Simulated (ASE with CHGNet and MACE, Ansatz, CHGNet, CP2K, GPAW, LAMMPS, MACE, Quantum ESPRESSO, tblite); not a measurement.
**Machine-learned potentials on liquid Na(Cl,I) at 1300 K (64 atoms): settings against a plane-wave reference**

Wanted: machine-learned potentials inputs and outputs for liquid Na(Cl,I) at 1300 K (64 atoms), checked against a plane-wave reference.

Method: the method is named at each step, in ASE with CHGNet and MACE.

## 1. The starting structure

The cell holds 64 atoms: 32 Na, 17 Cl and 15 I. Its edges and angles: a = 13.814 Å, b = 13.814 Å, c = 13.814 Å, α = 90.0°, β = 90.0°, γ = 90.0°. 64 atoms (32 Na, 17 Cl, 15 I) placed at random at 2.04 g/cm³, melted at 1800 K for 10 ps at fixed volume with the Lennard-Jones and Coulomb ion parameters for SPC/E (Joung and Cheatham, J. Phys. Chem. B 112, 9020 (2008)), full charges. Snapshot at the end of a hold of 20 ps at 1300 K and fixed volume.

The yardstick, on the same geometry:

- method: Kohn-Sham DFT, PBE, SSSP efficiency 1.3.0 pseudopotentials, plane waves (Quantum ESPRESSO 7.5); sssp-pbe-1.3.0-efficiency, cutoffs 45/360 Ry, Γ point
- r.m.s. force component: 0.246 eV/Å
- longest force: 0.756 eV/Å
- pressure: -0.909 GPa
- gap (highest filled to lowest empty level): 1.978 eV
- time: 3.4 min on 4 MPI ranks of Arm Neoverse V1, shared host
- CPU time: 13 min

## 2. CHGNet 0.3.0 potential

Method: machine-learned interatomic potential CHGNet 0.3.0, trained on PBE(+U) plane-wave data.

Input file run.py:

```python
import numpy as np
from ase.io import read
import mlip  # loads the published weights by name

atoms = read("structure.xyz")
atoms.calc = mlip.calc("chgnet-0.3.0")
energy = atoms.get_potential_energy()
forces = atoms.get_forces()
print(f"energy {energy:.6f} eV")
print("forces (eV/A)")
for i, (a, f) in enumerate(zip(atoms, forces)):
    print(f"{i:4d} {a.symbol:2s} {f[0]:10.5f} {f[1]:10.5f} {f[2]:10.5f}")
stress = -atoms.get_stress(voigt=False) * 160.21766
print("stress (GPa, compression positive)")
for row in stress:
    print(" ".join(f"{x:10.4f}" for x in row))
```

Input file structure.xyz:

```xyz
64
Lattice="13.81440 0.00000 0.00000 0.00000 13.81440 0.00000 0.00000 0.00000 13.81440" Properties=species:S:1:pos:R:3 pbc="T T T"
Na 4.13479 2.76026 9.10604
Na 7.12257 10.22183 7.22383
Na 4.02966 4.43774 5.20886
Na 12.96247 9.56233 13.71798
Na 5.30128 10.22003 10.98383
Na 12.00886 8.82602 3.52806
Na 8.45828 3.41133 11.31952
Na 6.61972 3.25219 0.50644
Na 13.13349 13.52361 11.01353
Na 12.62747 5.08052 6.47122
Na 13.57251 3.19734 11.24865
Na 3.08779 9.01721 6.45575
Na 12.36983 0.29715 5.03866
Na 4.41729 13.76342 5.12017
Na 2.57114 7.23875 11.40434
Na 5.23883 6.19811 8.37318
Na 8.98212 6.73659 7.57347
Na 8.96928 5.64083 2.51118
Na 7.46489 2.35978 4.33579
Na 9.04180 11.62509 3.58719
Na 7.27314 7.69324 12.88953
Na 11.34632 6.00512 12.37798
Na 9.47626 11.20693 9.68307
Na 0.81754 1.60744 1.73329
Na 7.87587 1.31389 7.87504
Na 7.17990 8.29693 3.73113
Na 5.13426 10.52422 1.50093
Na 2.96056 6.72430 1.55440
Na 1.36030 11.02237 4.68115
Na 12.24384 8.78402 8.96858
Na 10.72509 0.13939 13.24414
Na 2.62999 12.76202 8.93446
Cl 3.28368 11.83272 6.53103
Cl 1.18804 0.01464 3.99319
Cl 9.66953 7.88250 3.80808
Cl 11.37878 11.65880 11.80150
Cl 6.53048 7.51945 6.34095
Cl 6.53145 11.30294 4.10633
Cl 5.66390 2.15505 6.93828
Cl 8.77242 0.12916 5.48597
Cl 8.78665 5.41193 13.29222
Cl 13.69311 8.40178 11.21854
Cl 6.01161 4.63777 10.40072
Cl 4.09058 8.05614 13.40052
Cl 7.92062 9.01390 10.45557
Cl 9.91832 9.59079 7.53037
Cl 2.94012 8.29113 3.79371
Cl 4.00479 8.85614 9.02191
Cl 12.76409 1.88456 13.78194
I 2.30659 4.90618 7.63107
I 11.55616 12.04326 2.18419
I 9.68873 4.34421 5.34313
I 13.36778 6.79986 1.17298
I 11.40710 5.63655 9.46204
I 7.93762 10.13797 0.36705
I 13.47843 8.38313 5.89336
[... 4 atom lines left out ...]
I 8.79535 1.70442 1.48367
I 0.92253 1.36928 9.17483
I 6.28265 13.02311 9.83143
I 2.45938 3.91970 12.69253
```

Run with:

```console
$ OMP_NUM_THREADS=1 python run.py > output.txt
```

Log:

```text
CHGNet v0.3.0 initialized with 412,525 parameters
CHGNet will run on cpu
energy -199.826096 eV
forces (eV/A)
   0 Na   -0.02188    0.10323    0.24195
   1 Na    0.06427   -0.23258   -0.08026
   2 Na    0.20258   -0.21865   -0.30777
   3 Na    0.06103    0.32930   -0.49974
   4 Na    0.11359   -0.08153    0.01440
   5 Na    0.01340    0.08839   -0.50791
   6 Na   -0.06849    0.23072   -0.02189
   7 Na   -0.49595    0.26439    0.01657
   8 Na    0.07424   -0.34599    0.30267
   9 Na    0.01351    0.24809    0.12595
  10 Na   -0.05078   -0.04318    0.34561
  11 Na    0.09865   -0.16083    0.03915
  12 Na   -0.02614   -0.19688   -0.44554
  13 Na    0.06948   -0.16207    0.15474
  14 Na   -0.24434    0.00548   -0.09601
  15 Na   -0.09575    0.29710    0.10508
  16 Na   -0.04592    0.30595   -0.16776
  17 Na    0.14392   -0.11019   -0.09597
  18 Na    0.01418   -0.26297    0.05687
  19 Na   -0.18882    0.19280    0.13973
  20 Na   -0.15261   -0.34061   -0.33882
  21 Na    0.18967    0.23423    0.42226
  22 Na    0.05629   -0.00260    0.33119
  23 Na    0.35423   -0.12031   -0.04533
[...]
56 I     0.20661    0.39055   -0.19842
  57 I     0.05494   -0.09210   -0.16142
  58 I     0.23475   -0.04911    0.14022
  59 I    -0.36711    0.27113   -0.23443
  60 I     0.13681   -0.04338    0.06848
  61 I     0.24411    0.00557   -0.32733
  62 I    -0.00124   -0.14883   -0.16159
  63 I     0.00141    0.19787   -0.02857
stress (GPa, compression positive)
   -1.0443     0.0508    -0.1300
    0.0508    -1.0921    -0.1416
   -0.1300    -0.1416    -1.1393
```

Run time: 4 s. Hardware: 1 thread of Arm Neoverse V1, shared host; peak memory 0.48 GiB.

Banners, paths, timers and routine set-up lines are dropped from the logs unmarked, and long logs keep their key lines alone; longer cuts are marked.

Numbers from this run, and their distance from the reference:

```
r.m.s. force component                  : 0.221 eV/Å
r.m.s. difference of force components   : 75.1 meV/Å
longest difference of force vectors     : 280.4 meV/Å
force difference over r.m.s. force      : 30.53 %
slope of forces against the reference's : 0.8569
correlation of force components         : 0.9539
pressure                                : -1.092 GPa
pressure difference                     : -0.1829 GPa
```

Length of the force difference by element (eV/Å):

```csv
element,atoms,mean,most
Cl,17,0.12,0.28
I,15,0.13,0.24
Na,32,0.11,0.26
```

Local excerpt of 9 atoms (numbers count through the whole input) about Cl34, which bears the longest force; x, y, z are measured from there.

```csv
atom,x,y,z,distance (Å),Fx,Fy,Fz (eV/Å)
Cl34,0.00,0.00,0.00,0.00,-0.62,-0.23,0.25
Na24,-0.37,1.59,-2.26,2.79,0.35,-0.12,-0.05
Na13,-2.63,0.28,1.05,2.85,-0.03,-0.20,-0.45
Na29,0.17,-2.81,0.69,2.89,0.12,0.08,-0.11
Na14,3.23,-0.07,1.13,3.42,0.07,-0.16,0.15
I57,3.14,1.80,-1.07,3.77,0.21,0.39,-0.20
Cl33,2.10,-2.00,2.54,3.85,-0.26,-0.22,-0.08
I51,-3.45,-1.79,-1.81,4.28,0.51,-0.02,0.31
Cl49,-2.24,1.87,-4.03,4.97,-0.02,0.06,-0.41
```

Atoms are counted from 1 here, from 0 in the log.

Forces lie 31 % from the reference's, at 0.0050 times its CPU time (on 1 against 4 cores).

## 3. MACE MP-0b3 medium potential

Method: machine-learned interatomic potential MACE MP-0b3 medium, trained on PBE(+U) plane-wave data.

run.py, as its differences from that of step 2:

```diff
@@ -5,3 +5,3 @@
 atoms = read("structure.xyz")
-atoms.calc = mlip.calc("chgnet-0.3.0")
+atoms.calc = mlip.calc("mace-mp-0b3-medium")
 energy = atoms.get_potential_energy()
```

structure.xyz is that of step 2.

Log:

```text
energy -179.378285 eV
forces (eV/A)
   0 Na   -0.05222    0.15788    0.26235
   1 Na   -0.03269   -0.14777   -0.05817
   2 Na    0.23630   -0.21670   -0.34920
   3 Na   -0.01931    0.31306   -0.51970
   4 Na    0.16307   -0.11917    0.05601
   5 Na   -0.08404    0.05154   -0.52674
   6 Na   -0.02413    0.26525   -0.08896
   7 Na   -0.58087    0.25469    0.07522
   8 Na    0.24247   -0.32851    0.47904
   9 Na    0.06278    0.14261    0.10254
  10 Na    0.01770   -0.08072    0.29908
  11 Na    0.09709   -0.24410    0.01162
  12 Na   -0.10818   -0.21000   -0.44676
  13 Na    0.09067   -0.17486    0.15577
  14 Na   -0.29133    0.00736   -0.13304
  15 Na   -0.18913    0.31229    0.12560
  16 Na    0.00574    0.34399   -0.21468
  17 Na    0.17225   -0.13309   -0.09178
  18 Na   -0.01189   -0.29730    0.08565
  19 Na   -0.17998    0.27835    0.15130
  20 Na   -0.12521   -0.32292   -0.35814
  21 Na    0.05573    0.31109    0.46663
  22 Na   -0.04655   -0.02316    0.39665
  23 Na    0.35851   -0.18647   -0.14144
[...]
56 I     0.18289    0.31871   -0.21002
  57 I    -0.04996   -0.09899   -0.28458
  58 I     0.38373   -0.02868    0.17351
  59 I    -0.38789    0.38626   -0.28968
  60 I     0.11936   -0.03949    0.05808
  61 I     0.18033    0.00798   -0.34205
  62 I     0.02478   -0.12013   -0.17791
  63 I     0.04398    0.26513   -0.02538
stress (GPa, compression positive)
   -1.2085     0.0676    -0.1467
    0.0676    -1.2609    -0.0894
   -0.1467    -0.0894    -1.2766
```

Elapsed: 8.2 s, on 1 thread; peak memory 0.71 GiB.

Numbers from this run, and their distance from the reference:

```
r.m.s. force component                  : 0.2353 eV/Å
r.m.s. difference of force components   : 64.03 meV/Å
longest difference of force vectors     : 253.4 meV/Å
force difference over r.m.s. force      : 26.03 %
slope of forces against the reference's : 0.9236
correlation of force components         : 0.9656
pressure                                : -1.249 GPa
pressure difference                     : -0.3397 GPa
```

Against the first run (31 %), the force difference from the reference is 26 %, at 2.0 times the CPU time.

## 4. CHGNet r2SCAN potential

Method: machine-learned interatomic potential CHGNet r2SCAN, trained on r2SCAN plane-wave data.

run.py, as its differences from that of step 3:

```diff
@@ -5,3 +5,3 @@
 atoms = read("structure.xyz")
-atoms.calc = mlip.calc("mace-mp-0b3-medium")
+atoms.calc = mlip.calc("chgnet-r2scan")
 energy = atoms.get_potential_energy()
```

structure.xyz is that of step 3.

Log:

```text
CHGNet vr2scan initialized with 412,525 parameters
CHGNet will run on cpu
energy -688.143250 eV
forces (eV/A)
   0 Na    0.02866    0.11298    0.20782
   1 Na    0.09212   -0.22252   -0.08420
   2 Na    0.15038   -0.15987   -0.22791
   3 Na    0.09154    0.26359   -0.50737
   4 Na    0.11764   -0.13503   -0.01104
   5 Na    0.01572    0.06007   -0.40051
   6 Na   -0.04813    0.17753    0.00342
   7 Na   -0.42140    0.18809    0.03285
   8 Na    0.07274   -0.30035    0.24873
   9 Na   -0.00895    0.22043    0.11012
  10 Na   -0.01642   -0.09911    0.32124
  11 Na    0.12828   -0.11645    0.03641
  12 Na   -0.11291   -0.17834   -0.42840
  13 Na    0.07874   -0.12517    0.10298
  14 Na   -0.22787    0.03711   -0.04573
  15 Na   -0.07111    0.29376    0.09891
  16 Na   -0.10023    0.32134   -0.17229
  17 Na    0.12310   -0.09268   -0.07410
  18 Na    0.05121   -0.27542    0.06928
  19 Na   -0.15598    0.18433    0.11402
  20 Na   -0.10829   -0.20940   -0.30178
  21 Na    0.17416    0.20322    0.32609
  22 Na    0.08094   -0.06048    0.29220
  23 Na    0.29876   -0.11529   -0.08915
[...]
56 I     0.20499    0.29480   -0.13967
  57 I     0.03316   -0.08746   -0.19129
  58 I     0.22093   -0.01324    0.09976
  59 I    -0.37816    0.30787   -0.18168
  60 I     0.09320    0.04738    0.04454
  61 I     0.18929   -0.06238   -0.21666
  62 I    -0.01768   -0.11068   -0.18658
  63 I    -0.00564    0.17830   -0.02996
stress (GPa, compression positive)
   -1.3976     0.0760    -0.1349
    0.0760    -1.3860    -0.1277
   -0.1349    -0.1277    -1.5174
```

Elapsed: 4.1 s, on 1 thread; peak memory 0.48 GiB.

Numbers from this run, and their distance from the reference:

```yaml
r_m_s_force_component: 0.1943 eV/Å
r_m_s_difference_of_force_components: 91.4 meV/Å
longest_difference_of_force_vectors: 313.5 meV/Å
force_difference_over_r_m_s_force: 37.16 %
slope_of_forces_against_the_reference_s: 0.7431
correlation_of_force_components: 0.9405
pressure: -1.434 GPa
pressure_difference: -0.5247 GPa
```

Against the first run (31 %), the force difference from the reference is 37 %, at 1 times the CPU time; this potential was trained at another functional than the reference's, which explains only part of so large a difference.

## 5. The ladder

Differences are against the plane-wave reference, forces as r.m.s. over components; share is that over the reference's r.m.s. force, slope the least-squares factor from reference forces to these. Total energies of different programs have different zeros and aren't compared.

```csv
run,"Δ force, r.m.s. (meV/Å)",share (%),slope,Δ pressure (GPa),cores,CPU time,memory (GiB)
reference,-,-,-,-,4,13 min,5.1
CHGNet 0.3.0 potential,75.1,30.5,0.857,-0.183,1,4 s,0.48
MACE MP-0b3 medium potential,64.0,26.0,0.924,-0.340,1,8.2 s,0.71
CHGNet r2SCAN potential,91.4,37.2,0.743,-0.525,1,4 s,0.48
```

Times of the machine-learned potentials are mostly Python's start and the loading of weights.

CPU time is summed over cores on a shared host, where runs went side by side, so it is rough. Symmetry, cutoffs, thresholds, outputs and thread counts weren't matched or tuned between programs; memory under MPI is the largest rank's times the ranks.

## 6. Results

- nearest in forces: MACE MP-0b3 medium potential, 26 %
- its CPU time: 8.2 s

In words: Machine-learned potentials differ by 26 % (MACE MP-0b3 medium potential) to 37 % (CHGNet r2SCAN potential); they were trained on other programs' data, some at another functional. The reference's pressure holds the uncorrected Pulay stress of its 45 Ry basis, so small pressure differences, and their order, may be the reference's own error. The frame stands for 1300 K, but pressures are static and levels are smeared at 580 K. Machine-learned potentials mimic data converged in k, so the reference's own k-point error enters their differences. The network of bonds at the start is that of the classical potential that made the cell, and needn't be the one that DFT or experiment would give. The ion parameters were fitted for water, not for melts, so the starting structure of this cell may lie well off the real melt's. The electronic-structure runs sample only Γ, in a cell whose shortest periodic width is 14 Å. Spin–orbit coupling is left out, which matters for the levels of the heavy elements.

[Also dropped from logs without a mark: logging warnings of Python, and SIESTA's first energy breakdown and zero terms.]

[Logs are printed without paths, hosts, clocks, repeated set-up lines and the standing remarks that a program may print on its own settings, such as how far it seeks lower states.]

[Hosts, paths, dates, database ids (printed as entryN), source tags and the programs' standing remarks are cut or masked in the printed files.]
